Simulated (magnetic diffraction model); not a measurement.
# Magnetic neutron pattern of Pr2Pb

Space group P-3m1 (no. 164), a = 4.5590 Å, c = 6.2740 Å.

| site | atom | x | y | z |
| --- | --- | --- | --- | --- |
| 1a | Pb | 0 | 0 | 0 |
| 2d | Pr | 2/3 | 1/3 | 0.7395 |

This is a made-up structure (elements placed in a structure type, unrelaxed), so the numbers test the method and describe no known phase.

Only Pr is taken to order (form factors of Pr3+); orders and moment sizes are assumed, and not adapted to the symmetry. Radiation: neutrons of λ = 2.41 Å, 5° to 95°; isotropic B of 0.28 Å² (Pb) and 0.34 Å² (Pr). Simulated constant-wavelength pattern: nuclear and magnetic terms add, the magnetic one as |2.695 fm × Σ f S⊥ exp(2πi Q·r) exp(−B s²)|², summed over all Q at one angle with the factor 1/(sin²θ cos θ). For collinear order S is the moment m, which repeats by lattice and centring translations R with the sign exp(−2πi k·R). Free-ion form factors, Sears's scattering lengths of 1992, no absorption; a label names one of the reflections at its angle. The strongest nuclear line in the range is 100, and lines under 0.2 are left out.

Assume the order k = (0 0 0), collinear moments along [101], 2.4 μB on Pr; signs + at (2/3, 1/3, 0.7395), − at (1/3, 2/3, 0.2605).

Predict the pattern, nuclear and magnetic parts apart.

```csv
2θ (°),index,nuclear,magnetic
22.15,(0 0 1),27.9,19.9
35.54,(1 0 0),10.2,41.0
42.27,(1 0 1),100.0,16.1
58.76,(1 0 2),71.3,18.5
63.83,(1 1 0),55.3,0.0
68.45,(1 1 1),22.5,26.5
70.37,(0 0 3),5.8,1.8
75.24,(2 0 0),3.0,8.9
79.57,(2 0 1),37.4,5.1
81.39,(1 0 3),30.9,3.0
81.60,(1 1 2),0.0,0.3
92.31,(2 0 2),40.3,10.2
```

The strongest magnetic line in the range is (1 0 0) at 35.54° (41.0). On top of the Lorentz factor, which all lines share, magnetic lines fade with angle because f falls: for Pr3+ it is 0.97, 0.88, 0.76 and 0.50 at sin θ/λ = 0.1, 0.2, 0.3 and 0.5 Å⁻¹, while nuclear lengths stay constant. The order has no net moment.

[Logs are printed without paths, hosts, clocks, repeated set-up lines and the standing remarks that a program may print on its own settings, such as how far it seeks lower states.]
